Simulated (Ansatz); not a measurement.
**Where Bi_Cl puts its levels in the gap of SrCl2 (Fm-3m)**

Wanted: the transition levels of a substitutional impurity in SrCl2 (Fm-3m), from a cell of 48 host atoms with 1 Cl taken out and 1 Bi put in.

Main program and level: Ansatz 0.2.0; place-levels on PBE runs: charge-transition levels and formation energies with image-charge correction and potential alignment at the atomic sites.

**1. The starting structure**

The cell holds 48 atoms: 16 Sr, 31 Cl and 1 Bi. Cell: a = 12.192 Å, b = 12.192 Å, c = 12.192 Å, α = 109.5°, β = 109.5°, γ = 109.5°. It derives from SrCl2 (space group Fm-3m). Nearest the centre at fractional (0.500, 0.500, 0.250): Bi27 at 0.00 Å, Sr10 at 3.05 Å, Sr7 at 3.05 Å, Sr16 at 3.05 Å, Sr11 at 3.05 Å, Cl42 at 3.52 Å, Cl38 at 3.52 Å, Cl39 at 3.52 Å.

Screening for the image-charge correction: ε∞ = 2.88, ε0 = 8.52, computed on the host (DFPT, PBE).

The cell's shortest repeat is 12.2 Å.

**2. What was run first**

A transition level is the Fermi level at which two charge states cost the same, so each charge needs its own total energy, at its own relaxed structure.

Each atom starts 0.05 Å or so off its site in a random direction: a symmetric start keeps its symmetry, and would miss off-centre moves and Jahn–Teller distortions. Forces are taken at the zone centre alone. The cell holds 2 electrons more than the neutral one, with a uniform background that keeps it neutral on the whole.

One state's input; the others differ in charge, spin, start and seed, and in occupations where the table says so.

qm2.relax/input.yaml

```yaml
crystal:
  lattice:
    - [-7.03877267, 7.03877267, 7.03877267]
    - [7.03877267, -7.03877267, 7.03877267]
    - [7.03877267, 7.03877267, -7.03877267]
  atoms:
    - { symbol: Sr, position: [0.0, 0.0, 0.0] }
    - { symbol: Sr, position: [0.0, 0.25, 0.75] }
[... 4 atom lines left out ...]
    - { symbol: Sr, position: [0.25, 0.5, 0.25] }
[... 2 atom lines left out ...]
    - { symbol: Sr, position: [0.5, 0.25, 0.25] }
    - { symbol: Sr, position: [0.5, 0.5, 0.0] }
[... 4 atom lines left out ...]
    - { symbol: Sr, position: [0.75, 0.75, 0.5] }
[... 1 atom line left out ...]
    - { symbol: Cl, position: [0.0, 0.25, 0.0] }
[... 1 atom line left out ...]
    - { symbol: Cl, position: [0.0, 0.75, 0.5] }
    - { symbol: Cl, position: [0.25, 0.0, 0.0] }
    - { symbol: Cl, position: [0.25, 0.25, 0.75] }
    - { symbol: Cl, position: [0.25, 0.5, 0.5] }
    - { symbol: Cl, position: [0.25, 0.75, 0.25] }
[... 1 atom line left out ...]
    - { symbol: Cl, position: [0.5, 0.25, 0.5] }
    - { symbol: Cl, position: [0.5, 0.5, 0.25] }
[... 1 atom line left out ...]
    - { symbol: Cl, position: [0.75, 0.0, 0.5] }
    - { symbol: Cl, position: [0.75, 0.25, 0.25] }
[... 7 atom lines left out ...]
    - { symbol: Cl, position: [0.25, 0.25, 0.25] }
    - { symbol: Cl, position: [0.25, 0.5, 0.0] }
[... 2 atom lines left out ...]
    - { symbol: Cl, position: [0.5, 0.25, 0.0] }
[... 1 atom line left out ...]
    - { symbol: Cl, position: [0.5, 0.75, 0.5] }
[... 2 atom lines left out ...]
    - { symbol: Cl, position: [0.75, 0.5, 0.5] }
    - { symbol: Cl, position: [0.75, 0.75, 0.25] }
  supercell: [1, 1, 1]
  defects: [{ substitution: { at: 26, symbol: Bi } }]
total_charge: -2
basis:
  ecutwfc: 420
  xc_grid: 2
hamiltonian:
  xc: pbe
kpoints:
  mp_grid: { grid: [1, 1, 1] }
scf:
  occupations: { method: fixed }
  max_iter: 100
output:
  forces: true
  charged_corrections: { epsilon: 2.88, static_epsilon: 8.52 }
relax:
  f_tol: 0.02
  max_steps: 80
  random_displacement: { amplitude: 0.05, seed: 3160 }
checkpoint:
  write: "../qm2.relax.run"
  compress: false
  write_wavefunctions: true
  write_every: 100000
```

Run with:

```
ansatz run input.yaml --threads 4 --pin off --max-ram 6594MiB --backend cpu --events-out ev --progress --plain --runs-dir out
```

The run of this state that the levels use, under PBE:

qm2.point/input.yaml

```yaml
crystal:
  checkpoint: "../qm2.relax.run"
  host: checkpoint
total_charge: -2
basis:
  ecutwfc: 420
  xc_grid: 2
hamiltonian:
  xc: pbe
kpoints:
  mp_grid: { grid: [1, 1, 1] }
scf:
  occupations: { method: fermi_dirac, width: 0.01 }
  max_iter: 100
output:
  forces: true
  eigenvalues: true
  charged_corrections:
    epsilon: 2.88
    static_epsilon: 8.52
    defect_position: [0.5, 0.5, 0.25]
  eigenstates: { localisation: true }
  populations: true
  band_densities: [{ bands: [v1, v1] }, { bands: [c1, c1] }]
  write_density: true
  write_potential: true
  volumetric_format: npy
checkpoint:
  read: "../qm2.relax.run"
  write: "../qm2.point.run"
  compress: false
  write_wavefunctions: false
  write_every: 100000
```

Relaxations under PBE at the zone centre alone; times on 4 threads of Arm Neoverse V2, shared host:

```csv
charge,moment (μB),occupations,outcome,steps,largest displacement against the far atoms (Å),time
−2,0,fixed,converged,4,0.24,29 s
−1,1,fixed,converged,8,0.22,2.1 min
0,0,fixed,not converged,-,-,37 s
0,0,fermi-dirac,converged,11,0.54,2.4 min
0,2,fixed,converged,8,0.30,2.8 min
```

Single points under PBE at the zone centre alone; times on 4 threads of Arm Neoverse V2, shared host:

```csv
charge,moment (μB),occupations,outcome,time
−2,0,fermi-dirac,converged,6.8 s
−1,1,fermi-dirac,converged,17 s
0,0,fermi-dirac,converged,6.8 s
0,2,fermi-dirac,converged,20 s
```

Distances (Å) from Bi27 to the nearest atoms after relaxation with PBE:

```csv
charge,moment (μB),1.,2.,3.,4.,5.,6.
−2,0,Sr 3.06,Sr 3.06,Sr 3.06,Sr 3.06,Cl 3.76,Cl 3.76
−1,1,Sr 3.18,Sr 3.18,Sr 3.18,Sr 3.18,Cl 3.57,Cl 3.57
0,0,Cl 2.98,Cl 2.99,Sr 3.27,Sr 3.27,Sr 3.27,Sr 3.27
0,2,Sr 3.31,Sr 3.32,Sr 3.33,Sr 3.33,Cl 3.49,Cl 3.50
```

**3. Levels against the band edges, PBE**

A charged cell interacts with its images and the background, and its potential has another zero than the host's. place-levels removes the first by a point-charge model, screened by the static dielectric constant since the ions have relaxed around the charge, and the second by comparing potentials at atoms far from the defect.

The host is a run of the defect-free crystal in the same cutoffs, grids and k-points, so that basis and sampling errors cancel in part in the differences.

levels.point.yaml

```yaml
host:
  run: host.point.run
states: [qm2.point.run, qm1_M1.point.run, q0.point.run, q0_M2.point.run]
geometry_from:
  qm2.point.run: qm2.relax.run
  qm1_M1.point.run: qm1_M1.relax.run
  q0.point.run: q0.relax_smeared.run
  q0_M2.point.run: q0_M2.relax.run
```

Run with:

```
ansatz place-levels levels.point.yaml -- --threads 4 --pin off --max-ram 6594MiB
```

Numbers of over 12 decimals in the logs are rounded to 6 here.

Output:

```text
[... repeated set-up lines and file paths are left out, and long positions are rounded to six places ...]
(0/-1) 3.535 eV above the valence edge, 1.703 eV under the conduction edge
(-1/-2) 4.307 eV above the valence edge, 0.931 eV under the conduction edge
  edges by pbe, gap 5.238 eV; the host is sampled to repeats of 12.19 Å
  the defect's cells are sampled to repeats of 12.19 Å, like sampling
  charge 0: +0.000 eV for its dipole among its images, +0.000 omitted
  charge -1: -102676.2864 eV with its correction of +0.084 eV, at epsilon 8.52, aligned at sites: +0.1349 eV, mean over 13 atomic sites at or beyond 6.10 Å from the defect at [0.5000, 0.5000, 0.2500], with +0.000000 for the charge's moments and without [...]
  charge -2: -102669.1223 eV with its correction of +0.592 eV, at epsilon 8.52, aligned at sites: +0.1410 eV, mean over 13 atomic sites at or beyond 6.10 Å from the defect at [0.5000, 0.5000, 0.2500], with +0.000000 for the charge's moments and without [...]
  charge 0: states[2] (q0.point.run) stands 0.163 eV higher, with a moment of 0.00 μB against 2.00
  of the host: its band edges are its mesh's, and a band can turn off it. A run with kpoints.band_path: { path: [VBM, CBM], npoints: 1 } finds the zone's; [...]
  of states[3] (q0_M2.point.run): its only k-point is the zone centre, where a defect's energies can be off by tenths of an eV or more: see "From the zone centre to a mesh" in the quickstart; [...]
  of states[1] (qm1_M1.point.run): how wide its charge is, is not read beside other atoms or cores, and a band state would take no correction. [...]
  of states[0] (qm2.point.run): how wide its charge is, is not read beside other atoms or cores, and a band state would take no correction. [...]
  of states[2] (q0.point.run): its only k-point is the zone centre, where a defect's energies can be off by tenths of an eV or more: see "From the zone centre to a mesh" in the quickstart; [...]
```

Elapsed: 0.24 s, on 4 threads of Arm Neoverse V2, shared host.

Levels between the charges placed, in eV above the valence top:

```csv
,gap (eV),(0/−1),(−1/−2)
PBE,5.24,3.54,4.31
```

Corrections by state:

```csv
charge,moment (μB),image terms and alignment (eV),band filling (eV),ε used,"over the lowest of its charge, as the program ranks them, band filling apart (eV)"
0,2.0,0.000,-,-,0.000
−1,1.0,0.084,-,8.52,0.000
−2,0.0,0.592,-,8.52,0.000
0,0.0,0.000,-,-,0.163
```

From the program's caveats on the states, each cut to its opening words:

- charge 0 (2 μB), −1 (1 μB), −2, 0: its only k-point is the zone centre, where a defect's energies can be off by tenths of an eV or more
- charge 0 (2 μB): its alignment with the host at atomic sites is doubtful: the mean over the far sites moves by -0.1421 eV from their farther parts to their nearer, more than [...]
- charge 0 (2 μB), −1 (1 μB): flagged: stability check not made
- charge −1 (1 μB), −2: how wide its charge is, is not read beside other atoms or cores, and a band state would take no correction
- charge −2: its alignment with the host at atomic sites is doubtful: the mean over the far sites moves by +0.0761 eV from their farther parts to their nearer, more than [...]
- charge 0: its alignment with the host at atomic sites is doubtful: the mean over the far sites moves by -0.0988 eV from their farther parts to their nearer, more than [...]

**4. Results**

```
gap of the host                                                          : 5.24 eV (PBE)
level (0/minus 1)                                                        : 3.54 eV above the valence top
level (minus 1/minus 2)                                                  : 4.31 eV above the valence top
lowest of the charges placed, just above the valence top (0.02 eV)       : 0
lowest of the charges placed, just below the conduction bottom (0.02 eV) : −2
```

In words: Of the charges placed (−2, −1 and 0), the lowest changes at 3.54 eV (0/−1) and 4.31 eV (−1/−2) above the valence top, in a gap of 5.24 eV. Charges above 0 and below −2 were not placed, so these runs say nothing of levels that involve them. States placed: 0 at 2 μB and 0 μB; −1 at 1 μB; −2 at 0 μB. Other spin states or structures, where not listed, weren't placed. The host's edges are those of its k-mesh, which holds the zone centre of the supercell; an edge off that mesh would narrow the gap. The program doubts the alignment of potentials for at least one state, a sign that the cell is small. What this leaves open: sampling at the zone centre alone can move energies of charged and open-shell states by tenths of an eV or more in cells of this size; PBE makes the gap too small and tends to spread out bound carriers; spin–orbit coupling, which can matter with heavy atoms, is left out.

[Logs are printed without paths, hosts, clocks, repeated set-up lines and the standing remarks that a program may print on its own settings, such as how far it seeks lower states.]

[Hosts, paths, dates, database ids (printed as entryN), source tags and the programs' standing remarks are cut or masked in the printed files.]

[Where a table of states has a column of steps, it counts the stored structures, which are thinned; the runs took as many ionic steps or more.]

[A defect's name tells the site on which it was built; relaxed atoms can leave that site.]

[For some hosts the program warned that the k-mesh of the response run may be too coarse for force constants and the static dielectric constant; such warnings are not shown here.]
